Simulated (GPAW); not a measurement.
# Geometry or basis: what sets the conductance of thiophene-2,5-dithiol between two Ir chains

Aim: the conductance of thiophene-2,5-dithiol between two Ir chains after relaxation, and whether geometry, basis or functional moves it most.

Main program and level: GPAW 26.7.0; GPAW LCAO, PAW setups; relaxation of the junction within the symmetry of its start, lead ends held, in the first sound run; inputs show where later runs differ.

## (1) The starting structure

The cell holds 25 atoms: 16 Ir, 3 S, 2 H and 4 C. Cell: a = 16.443 Å, b = 9.000 Å, c = 41.011 Å, α = 90.0°, β = 90.0°, γ = 90.0°. Regions: left lead, 8 atoms (8 Ir); channel, 9 atoms (3 S, 2 H and 4 C); right lead, 8 atoms (8 Ir). Vacuum lies along a and b. The structure is stacked along c, and the current runs across the ab planes.

## (2) Relaxing the atoms

Transmission follows bond lengths closely, so the atoms between the held lead ends are relaxed first, within whatever symmetry the start has.

run.py reads:

```python
import json
from ase import Atoms
from ase.constraints import FixAtoms
from ase.optimize import BFGS
from gpaw import GPAW, FermiDirac

device = Atoms(
    ['Ir', 'Ir', 'Ir', 'Ir', 'Ir', 'Ir', 'Ir', 'Ir', 'S', 'H', 'C', 'C', 'S', 'C', 'C', 'H', 'S', 'Ir', 'Ir', 'Ir', 'Ir', 'Ir', 'Ir', 'Ir', 'Ir'],
    positions=[
        [8.22138, 4.50000, 1.15000],
        [8.22138, 4.50000, 3.45000],
        [8.22138, 4.50000, 5.75000],
        [8.22138, 4.50000, 8.05000],
        [8.22138, 4.50000, 10.35000],
        [8.22138, 4.50000, 12.65000],
        [8.22138, 4.50000, 14.95000],
        [8.22138, 4.50000, 17.25000],
        [10.59911, 4.50000, 17.57621],
        [13.19275, 4.50000, 19.18131],
        [11.02062, 4.50000, 19.27616],
        [12.29756, 4.50000, 19.79172],
        [9.83633, 4.50000, 20.50557],
        [12.29756, 4.50000, 21.21941],
        [11.02062, 4.50000, 21.73497],
        [13.19276, 4.50000, 21.82982],
        [10.59911, 4.49999, 23.43492],
        [8.22138, 4.50000, 23.76113],
        [8.22138, 4.50000, 26.06113],
        [8.22138, 4.50000, 28.36113],
        [8.22138, 4.50000, 30.66113],
        [8.22138, 4.50000, 32.96113],
        [8.22138, 4.50000, 35.26113],
        [8.22138, 4.50000, 37.56113],
        [8.22138, 4.50000, 39.86113]],
    cell=[[16.44276, 0.0, 0.0], [0.0, 9.0, 0.0], [0.0, 0.0, 41.01113]],
    pbc=True)

device.set_constraint(FixAtoms([0, 1, 2, 3, 4, 5, 6, 18, 19, 20, 21, 22, 23, 24]))
device.calc = GPAW(mode='lcao', basis='dzp', xc='PBE', h=0.18,
                   kpts={'size': (1, 1, 2), 'gamma': True},
                   symmetry={'tolerance': 1e-3, 'extra_ids': [1, 1, 1, 1, 1, 1, 1, 0, 0, 0, 0, 0, 0, 0, 0, 0, 0, 0, 1, 1, 1, 1, 1, 1, 1]},
                   occupations=FermiDirac(0.1), maxiter=250,
                   mixer=dict(beta=0.1, nmaxold=8, weight=100.0),
                   convergence=dict(density=0.0001), txt='relax.txt')
path = []
opt = BFGS(device, maxstep=0.15)
opt.attach(lambda: path.append((device.get_potential_energy(), device.positions.tolist(), device.get_forces().tolist())))
relaxed = bool(opt.run(fmax=0.05, steps=50))
json.dump(dict(relaxed=relaxed, path=path, positions=device.positions.tolist(), moments=device.get_magnetic_moments().tolist(),
               forces=device.get_forces(apply_constraint=False).tolist()), open('result.json', 'w'))
```

Run with:

```sh
$ OMP_NUM_THREADS=1 OPENBLAS_NUM_THREADS=1 python run.py
```

The log of the run:

```text
Step          Energy          fmax
BFGS:    0     -129.341011        2.206942
BFGS:    1     -129.693636        1.866976
BFGS:    2     -129.977708        0.852059
BFGS:    3     -130.025112        0.502466
BFGS:    4     -130.041202        0.297717
BFGS:    5     -130.052969        0.267400
BFGS:    6     -130.062305        0.316734
BFGS:    7     -130.075811        0.247323
BFGS:    8     -130.081062        0.230252
BFGS:    9     -130.085814        0.166832
BFGS:   10     -130.089265        0.106295
BFGS:   11     -130.090321        0.063920
BFGS:   12     -130.090759        0.095013
BFGS:   13     -130.033461        0.936338
BFGS:   14     -130.090754        0.071650
BFGS:   15     -130.091027        0.091364
BFGS:   16     -129.985391        1.446657
BFGS:   17     -130.090970        0.050734
BFGS:   18     -130.091203        0.065470
BFGS:   19     -130.086811        0.255678
BFGS:   20     -130.090384        0.172859
BFGS:   21     -130.091134        0.032142
```

Wall time 53 min (1 thread of Arm Neoverse V1, shared host); peak memory 2.9 GiB.

Relaxation path:

| step | energy less that of the first step (eV) | largest force (eV/Å) |
| --- | --- | --- |
| 1 | 0.0000 | 2.2069 |
| 2 | -0.3624 | 1.8670 |
| 3 | -0.6585 | 0.8521 |
| 4 | -0.7086 | 0.5025 |
| 5 | -0.7225 | 0.2977 |
| 6 | -0.7324 | 0.2674 |
| 7 | -0.7412 | 0.3167 |
| 8 | -0.7548 | 0.2473 |
| 9 | -0.7606 | 0.2303 |
| 10 | -0.7656 | 0.1668 |
| 11 | -0.7688 | 0.1063 |
| 12 | -0.7695 | 0.0639 |
| 13 | -0.7698 | 0.0950 |
| 14 | -0.7075 | 0.9363 |
| 15 | -0.7692 | 0.0717 |
| 16 | -0.7697 | 0.0914 |
| 17 | -0.6700 | 1.4467 |
| 18 | -0.7699 | 0.0507 |
| 19 | -0.7700 | 0.0655 |
| 20 | -0.7644 | 0.2557 |
| 21 | -0.7696 | 0.1729 |
| 22 | -0.7696 | 0.0321 |

The atoms that moved most (Å):

| atom | dx | dy | dz | length |
| --- | --- | --- | --- | --- |
| Ir8 | 0.194 | 0.000 | 0.033 | 0.197 |
| Ir18 | 0.194 | 0.000 | -0.033 | 0.197 |
| S13 | -0.113 | 0.000 | 0.000 | 0.113 |
| C15 | -0.073 | 0.000 | 0.034 | 0.081 |
| C11 | -0.073 | 0.000 | -0.034 | 0.081 |
| C14 | -0.046 | 0.000 | -0.013 | 0.047 |
| C12 | -0.046 | 0.000 | 0.013 | 0.047 |
| S9 | -0.023 | 0.000 | -0.015 | 0.028 |

The relaxation lowered the energy of the cell by 0.770 eV (energies extrapolated to zero smearing; the optimiser's log prints free energies). The largest force left on a free atom is 0.032 eV/Å.

## (3) GPAW, dzp

The script solves lead and junction separately, takes H and S in the orbital basis, and joins semi-infinite leads through their self-energies; the dzp basis is the working standard.

This step: GPAW LCAO, PAW setups; Landauer transmission from Green's functions with principal layers (ASE), zero bias (GPAW 26.7.0).

run.py reads:

```python
import json
import numpy as np
from ase import Atoms
from ase.transport.calculators import TransportCalculator
from gpaw import GPAW, FermiDirac
from gpaw.lcao.tools import get_lcao_hamiltonian
from scipy.linalg import eigh

# The junction with lead layers at both ends, along the third cell vector
device = Atoms(
    ['Ir', 'Ir', 'Ir', 'Ir', 'Ir', 'Ir', 'Ir', 'Ir', 'S', 'H', 'C', 'C', 'S', 'C', 'C', 'H', 'S', 'Ir', 'Ir', 'Ir', 'Ir', 'Ir', 'Ir', 'Ir', 'Ir'],
    positions=[
        [8.22138, 4.50000, 1.15000],
        [8.22138, 4.50000, 3.45000],
        [8.22138, 4.50000, 5.75000],
        [8.22138, 4.50000, 8.05000],
        [8.22138, 4.50000, 10.35000],
        [8.22138, 4.50000, 12.65000],
        [8.22138, 4.50000, 14.95000],
        [8.41580, 4.50000, 17.28318],
        [10.57572, 4.50000, 17.56135],
        [13.16609, 4.50000, 19.18293],
        [10.94719, 4.50000, 19.24242],
        [12.25200, 4.50000, 19.80433],
        [9.72357, 4.50000, 20.50557],
        [12.25200, 4.50000, 21.20680],
        [10.94719, 4.50000, 21.76871],
        [13.16610, 4.50000, 21.82820],
        [10.57572, 4.49999, 23.44978],
        [8.41580, 4.50000, 23.72795],
        [8.22138, 4.50000, 26.06113],
        [8.22138, 4.50000, 28.36113],
        [8.22138, 4.50000, 30.66113],
        [8.22138, 4.50000, 32.96113],
        [8.22138, 4.50000, 35.26113],
        [8.22138, 4.50000, 37.56113],
        [8.22138, 4.50000, 39.86113]],
    cell=[[16.44276, 0.0, 0.0], [0.0, 9.0, 0.0], [0.0, 0.0, 41.01113]],
    pbc=True)

# One principal layer of the lead: the first 5 atoms of the device
lead = Atoms(
    ['Ir', 'Ir', 'Ir', 'Ir', 'Ir'],
    positions=[
        [8.22138, 4.50000, 1.15000],
        [8.22138, 4.50000, 3.45000],
        [8.22138, 4.50000, 5.75000],
        [8.22138, 4.50000, 8.05000],
        [8.22138, 4.50000, 10.35000]],
    cell=[[16.44276, 0.0, 0.0], [0.0, 9.0, 0.0], [0.0, 0.0, 11.5]],
    pbc=True)

settings = dict(mode='lcao', basis='dzp', xc='PBE', h=0.2,
                occupations=FermiDirac(0.1), maxiter=250,
                mixer=dict(beta=0.1, nmaxold=8, weight=100.0),
                convergence=dict(density=0.0001))
energies = np.arange(-2, 2 + 1e-9, 0.025)
eta = 0.0001
n1, n2 = 1, 1
# k and -k transmit alike, so half of the mesh across the current serves
mesh = [(i, j) for i in range(n1) for j in range(n2) if (i, j) <= (-i % n1, -j % n2)]
weights = np.array([1 if (i, j) == (-i % n1, -j % n2) else 2 for i, j in mesh]) / (n1 * n2)

# [... helper functions left out ...]
fermi_lead = ground_state(lead, (1, 1, 10), 'lead.txt')
fermi_device = ground_state(device, (1, 1, 2), 'device.txt')
# [... loop over the mesh left out, but for ...]
        # Shift the lead onto the potential of the device's first layer
        shift = ((H[:, 0, 0] - H0[:, 0, 0]) / S0[0, 0]).real.mean()
# [...]
kT = 8.617333e-5 * 300
bias = [0.1, 0.2, 0.5, 1.0, 1.5, 2.0]
# [... integrals and printing left out ...]
```

The log of the run:

```text
basis functions: device 533, principal layer 135
Fermi level: lead -4.5666 eV, device -4.2015 eV; lead shifted by -0.0054 eV
largest coupling past the next layer 1.48e-06 eV, largest misfit of the first layer 0.161 eV
  E-E_F (eV)   T (one spin)  [channel counts left out]
    -2.000    5.2334e-02
    -1.975    4.8413e-02
    -1.950    4.4978e-02
    -1.925    4.1886e-02
    -1.900    3.9127e-02
    -1.875    3.7095e-02
    -1.850    3.5529e-02
    -1.825    4.6838e-02
    -1.800    3.1052e-02
    -1.775    2.6606e-02
    -1.750    2.4879e-02
    -1.725    2.3380e-02
    -1.700    2.2002e-02
    -1.675    2.0733e-02
    -1.650    1.9561e-02
    -1.625    1.8478e-02
[...]
1.825    2.5016e-01
     1.850    2.6331e-01
     1.875    2.7789e-01
     1.900    2.9465e-01
     1.925    3.0048e-01
     1.950    6.2858e-01
     1.975    5.8259e-01
     2.000    5.5425e-01
conductance at 300 K: 0.22819 G0 a cell; thermopower 44.51 uV/K
current from the zero-bias T(E) at 0.1 V: 1.7526 uA
current from the zero-bias T(E) at 0.2 V: 3.4782 uA
current from the zero-bias T(E) at 0.5 V: 12.103 uA
current from the zero-bias T(E) at 1.0 V: 25.519 uA
current from the zero-bias T(E) at 1.5 V: 42.519 uA
current from the zero-bias T(E) at 2.0 V: 49.06 uA
```

Wall time 5.5 min (1 thread); peak memory 2.3 GiB.

This step gave:

```
conductance                                    : 0.2282 G₀
largest coupling past the next principal layer : 1.48e-6 eV
largest misfit of the first principal layer    : 0.1609 eV
shift that aligns the lead                     : -0.005368 eV
basis functions of the junction                : 533
basis functions of a principal layer           : 135
transmission at the Fermi level (one spin)     : 0.2383
```

One spin. The transmission, zone mean by energy, zero at the Fermi level:

energy (eV), transmission, zone mean and a bar:
```
   -2.000      0.052 #
   -1.900      0.039 #
   -1.800      0.031 #
   -1.700      0.022 
   -1.600      0.017 
   -1.500      0.014 
   -1.400      0.012 
   -1.300      0.025 
   -1.200      0.053 #
   -1.100      0.075 ##
   -1.000      0.094 ###
   -0.900      0.192 ######
   -0.800      0.436 #############
   -0.700      0.858 ##########################
   -0.625      0.996 ##############################
   -0.600      0.965 #############################
   -0.500      0.732 ######################
   -0.400      0.552 ################
   -0.300      0.528 ################
   -0.200      0.509 ###############
   -0.100      0.342 ##########
    0.000      0.238 #######
    0.100      0.023 
    0.200      0.586 ##################
    0.225      0.955 #############################
    0.300      0.117 ###
    0.400      0.042 #
    0.500      0.031 #
    0.600      0.029 #
    0.700      0.032 #
    0.800      0.037 #
    0.900      0.045 #
    1.000      0.053 #
    1.100      0.063 ##
    1.200      0.076 ##
    1.300      0.091 ##
    1.400      0.110 ###
    1.500      0.133 ####
    1.600      0.161 #####
    1.700      0.196 ######
    1.800      0.238 #######
    1.900      0.295 #########
    1.950      0.629 ###################
    2.000      0.554 #################
```

Not self-consistent under bias; the bias window is split evenly. Current through one cell, from the zero-bias transmission against bias:

| bias (V) | current through one cell, from the zero-bias transmission (μA) |
| --- | --- |
| 0.100 | 1.75 |
| 0.200 | 3.48 |
| 0.500 | 12.1 |
| 1.000 | 25.5 |
| 1.500 | 42.5 |
| 2.000 | 49.1 |

Transmission of the three most open eigenchannels against energy, zero at the Fermi level:

| energy (eV) | channel 1 | channel 2 | channel 3 |
| --- | --- | --- | --- |
| -2.000 | 0.0481 | 0.00310 | 0.00104 |
| -1.900 | 0.0348 | 0.00299 | 0.00130 |
| -1.800 | 0.0255 | 0.00295 | 0.00262 |
| -1.700 | 0.0190 | 0.00289 | 1.1e-4 |
| -1.600 | 0.0145 | 0.00280 | 1.9e-4 |
| -1.500 | 0.0112 | 0.00269 | 2.1e-4 |
| -1.400 | 0.00877 | 0.00254 | 2.0e-4 |
| -1.300 | 0.0150 | 0.00784 | 0.00210 |
| -1.200 | 0.0442 | 0.00670 | 0.00193 |
| -1.100 | 0.0671 | 0.00572 | 0.00178 |
| -1.000 | 0.0873 | 0.00509 | 0.00156 |
| -0.900 | 0.186 | 0.00457 | 0.00145 |
| -0.800 | 0.431 | 0.00396 | 0.00143 |
| -0.700 | 0.853 | 0.00336 | 0.00144 |
| -0.600 | 0.961 | 0.00281 | 0.00150 |
| -0.500 | 0.728 | 0.00237 | 0.00159 |
| -0.400 | 0.548 | 0.00206 | 0.00177 |
| -0.300 | 0.524 | 0.00203 | 0.00190 |
| -0.200 | 0.505 | 0.00234 | 0.00198 |
| -0.100 | 0.337 | 0.00282 | 0.00213 |
| 0.000 | 0.232 | 0.00332 | 0.00227 |
| 0.100 | 0.0166 | 0.00397 | 0.00238 |
| 0.200 | 0.579 | 0.00473 | 0.00267 |
| 0.300 | 0.108 | 0.00560 | 0.00343 |
| 0.400 | 0.0307 | 0.00669 | 0.00460 |
| 0.500 | 0.0164 | 0.00803 | 0.00620 |
| 0.600 | 0.0112 | 0.00963 | 0.00838 |
| 0.700 | 0.0115 | 0.0111 | 0.00887 |
| 0.800 | 0.0149 | 0.0140 | 0.00773 |
| 0.900 | 0.0195 | 0.0178 | 0.00725 |
| 1.000 | 0.0249 | 0.0210 | 0.00718 |
| 1.100 | 0.0340 | 0.0220 | 0.00741 |
| 1.200 | 0.0456 | 0.0224 | 0.00790 |
| 1.300 | 0.0602 | 0.0225 | 0.00861 |
| 1.400 | 0.0783 | 0.0222 | 0.00952 |
| 1.500 | 0.101 | 0.0219 | 0.0106 |
| 1.600 | 0.128 | 0.0218 | 0.0118 |
| 1.700 | 0.161 | 0.0225 | 0.0126 |
| 1.800 | 0.201 | 0.0257 | 0.0117 |
| 1.900 | 0.248 | 0.0419 | 0.00481 |
| 2.000 | 0.554 | 2.9e-9 | 8.0e-10 |

Couplings past the next layer reach 1.5e-6 eV, small enough to drop; the matrix elements of the cell's first layer differ from the bulk lead's by up to 0.16 eV. That layer keeps its own values in the calculation, and only beyond it is the lead taken as perfect. The Fermi levels of lead and junction count from different zeros of potential, one for each periodic cell; with both set to zero, the small remaining shift is what aligns them. Without spin-orbit coupling, which is large for these atoms, channel counts and T are those of the scalar-relativistic bands. By hand: G = 0.2282 × 77.48 μS = 17.7 μS, a resistance of 56.6 kΩ; at 0.1 V a linear junction would pass 1.77 μA, and the integral over the bias window gives 1.75 μA.

## (4) GPAW, szp: basis = "szp(dzp)"

The second zeta is dropped, the polarisation orbitals stay.

Changes to run.py since step 3:

```diff
@@ -52,3 +52,3 @@
 
-settings = dict(mode='lcao', basis='dzp', xc='PBE', h=0.2,
+settings = dict(mode='lcao', basis='szp(dzp)', xc='PBE', h=0.2,
                 occupations=FermiDirac(0.1), maxiter=250,
```

The log of the run:

```text
basis functions: device 311, principal layer 75
Fermi level: lead -4.2824 eV, device -4.1002 eV; lead shifted by -0.0052 eV
largest coupling past the next layer 1.48e-06 eV, largest misfit of the first layer 0.170 eV
  E-E_F (eV)   T (one spin)  [channel counts left out]
    -2.000    4.4528e-02
    -1.975    4.2940e-02
    -1.950    4.5573e-02
    -1.925    5.5533e-01
    -1.900    3.7944e-02
    -1.875    3.1135e-02
    -1.850    2.8598e-02
    -1.825    2.6703e-02
    -1.800    2.5067e-02
    -1.775    2.3606e-02
    -1.750    2.2281e-02
    -1.725    2.1067e-02
    -1.700    1.9948e-02
    -1.675    1.8909e-02
    -1.650    1.7940e-02
    -1.625    1.7033e-02
[...]
1.825    3.4529e-01
     1.850    3.6538e-01
     1.875    3.8776e-01
     1.900    4.1445e-01
     1.925    4.5252e-01
     1.950    5.6139e-01
     1.975    6.9763e-01
     2.000    6.3875e-01
conductance at 300 K: 0.3679 G0 a cell; thermopower 22.05 uV/K
current from the zero-bias T(E) at 0.1 V: 2.816 uA
current from the zero-bias T(E) at 0.2 V: 5.5388 uA
current from the zero-bias T(E) at 0.5 V: 14.848 uA
current from the zero-bias T(E) at 1.0 V: 27.884 uA
current from the zero-bias T(E) at 1.5 V: 44.718 uA
current from the zero-bias T(E) at 2.0 V: 50.59 uA
```

It took 3.2 min on 1 thread; peak memory 2.2 GiB.

This step gave:

```yaml
conductance: 0.3679 G₀
largest_misfit_of_the_first_principal_layer: 0.1698 eV
shift_that_aligns_the_lead: -0.005169 eV
basis_functions_of_the_junction: 311
basis_functions_of_a_principal_layer: 75
transmission_at_the_fermi_level_one_spin: 0.3853
```

One spin. Transmission, zone mean against energy, zero at the Fermi level:

energy (eV), transmission, zone mean and a bar:
```
   -2.000      0.045 #
   -1.925      0.555 #################
   -1.800      0.025 
   -1.600      0.016 
   -1.400      0.011 
   -1.200      0.033 #
   -1.000      0.074 ##
   -0.800      0.372 ###########
   -0.625      0.998 ##############################
   -0.600      0.979 #############################
   -0.400      0.611 ##################
   -0.200      0.599 ##################
    0.000      0.385 ###########
    0.150      0.904 ###########################
    0.200      0.162 #####
    0.400      0.028 #
    0.600      0.029 #
    0.800      0.045 #
    1.000      0.067 ##
    1.200      0.097 ###
    1.400      0.143 ####
    1.600      0.214 ######
    1.800      0.327 ##########
    1.975      0.698 #####################
    2.000      0.639 ###################
```

Not self-consistent under bias; the bias window is split evenly. Table of current through one cell, from the zero-bias transmission by bias:

| bias (V) | current through one cell, from the zero-bias transmission (μA) |
| --- | --- |
| 0.100 | 2.82 |
| 0.200 | 5.54 |
| 0.500 | 14.8 |
| 1.000 | 27.9 |
| 1.500 | 44.7 |
| 2.000 | 50.6 |

Table of transmission of the three most open eigenchannels by energy, zero at the Fermi level:

| energy (eV) | channel 1 | channel 2 | channel 3 |
| --- | --- | --- | --- |
| -2.000 | 0.0401 | 0.00260 | 0.00179 |
| -1.800 | 0.0225 | 0.00258 | 6.9e-6 |
| -1.600 | 0.0136 | 0.00249 | 5.1e-5 |
| -1.400 | 0.00830 | 0.00240 | 9.1e-5 |
| -1.200 | 0.0254 | 0.00553 | 0.00182 |
| -1.000 | 0.0688 | 0.00406 | 0.00134 |
| -0.800 | 0.367 | 0.00333 | 8.5e-4 |
| -0.600 | 0.975 | 0.00265 | 7.5e-4 |
| -0.400 | 0.608 | 0.00217 | 9.4e-4 |
| -0.200 | 0.595 | 0.00214 | 0.00144 |
| 0.000 | 0.380 | 0.00268 | 0.00228 |
| 0.200 | 0.154 | 0.00385 | 0.00360 |
| 0.400 | 0.0153 | 0.00619 | 0.00613 |
| 0.600 | 0.0107 | 0.00947 | 0.00862 |
| 0.800 | 0.0225 | 0.0147 | 0.00740 |
| 1.000 | 0.0307 | 0.0286 | 0.00802 |
| 1.200 | 0.0568 | 0.0304 | 0.0102 |
| 1.400 | 0.0990 | 0.0293 | 0.0143 |
| 1.600 | 0.164 | 0.0274 | 0.0217 |
| 1.800 | 0.266 | 0.0311 | 0.0293 |
| 2.000 | 0.639 | 3.0e-9 | 2.7e-9 |

The conductance, 0.368 G₀, lies 61 % above that of the dzp run. At 0.1 eV T drops to or jumps from 0.0295 where the lead's channel count changes: a band edge of the lead lies in the thermal window, and enters the average.

## (5) GPAW, sz: basis = "sz(dzp)"

One function for each valence shell of the setup, as for a first survey of a large system.

Changes to run.py since step 4:

```diff
@@ -52,3 +52,3 @@
 
-settings = dict(mode='lcao', basis='szp(dzp)', xc='PBE', h=0.2,
+settings = dict(mode='lcao', basis='sz(dzp)', xc='PBE', h=0.2,
                 occupations=FermiDirac(0.1), maxiter=250,
```

The log of the run:

```text
basis functions: device 222, principal layer 60
Fermi level: lead -4.2987 eV, device -4.1583 eV; lead shifted by -0.0013 eV
largest coupling past the next layer 1.47e-06 eV, largest misfit of the first layer 0.091 eV
  E-E_F (eV)   T (one spin)  channels
    -2.000    5.2343e-01    4.0000
    -1.975    8.6131e-02    4.0000
    -1.950    6.2029e-02    4.0000
[...]
1.975    2.2039e-01    1.0000
     2.000    2.1201e-01    1.0000
conductance at 300 K: 0.56887 G0 a cell; thermopower 12.62 uV/K
current from the zero-bias T(E) at 0.1 V: 4.355 uA
current from the zero-bias T(E) at 0.2 V: 8.4803 uA
current from the zero-bias T(E) at 0.5 V: 19.096 uA
current from the zero-bias T(E) at 1.0 V: 35.416 uA
current from the zero-bias T(E) at 1.5 V: 51.734 uA
current from the zero-bias T(E) at 2.0 V: 56.61 uA
```

It took 2.7 min on 1 thread; peak memory 2.2 GiB.

This step gave:

```yaml
conductance: 0.5689 G₀
largest_coupling_past_the_next_principal_layer: 1.47e-6 eV
largest_misfit_of_the_first_principal_layer: 0.09080 eV
shift_that_aligns_the_lead: -0.001271 eV
basis_functions_of_the_junction: 222
basis_functions_of_a_principal_layer: 60
transmission_at_the_fermi_level_one_spin: 0.5895
open_channels_of_the_lead_at_the_fermi_level_one_spin: 6
```

The conductance, 0.569 G₀, lies 149 % above that of the dzp run. At 0.1 eV T drops to or jumps from 0.147 where the lead's channel count changes: a band edge of the lead lies in the thermal window, and enters the average.

[end of part 1 of 2]

[Logs are printed without paths, hosts, clocks, repeated set-up lines and the standing remarks that a program may print on its own settings, such as how far it seeks lower states.]

[Hosts, paths, dates, database ids (printed as entryN), source tags and the programs' standing remarks are cut or masked in the printed files.]
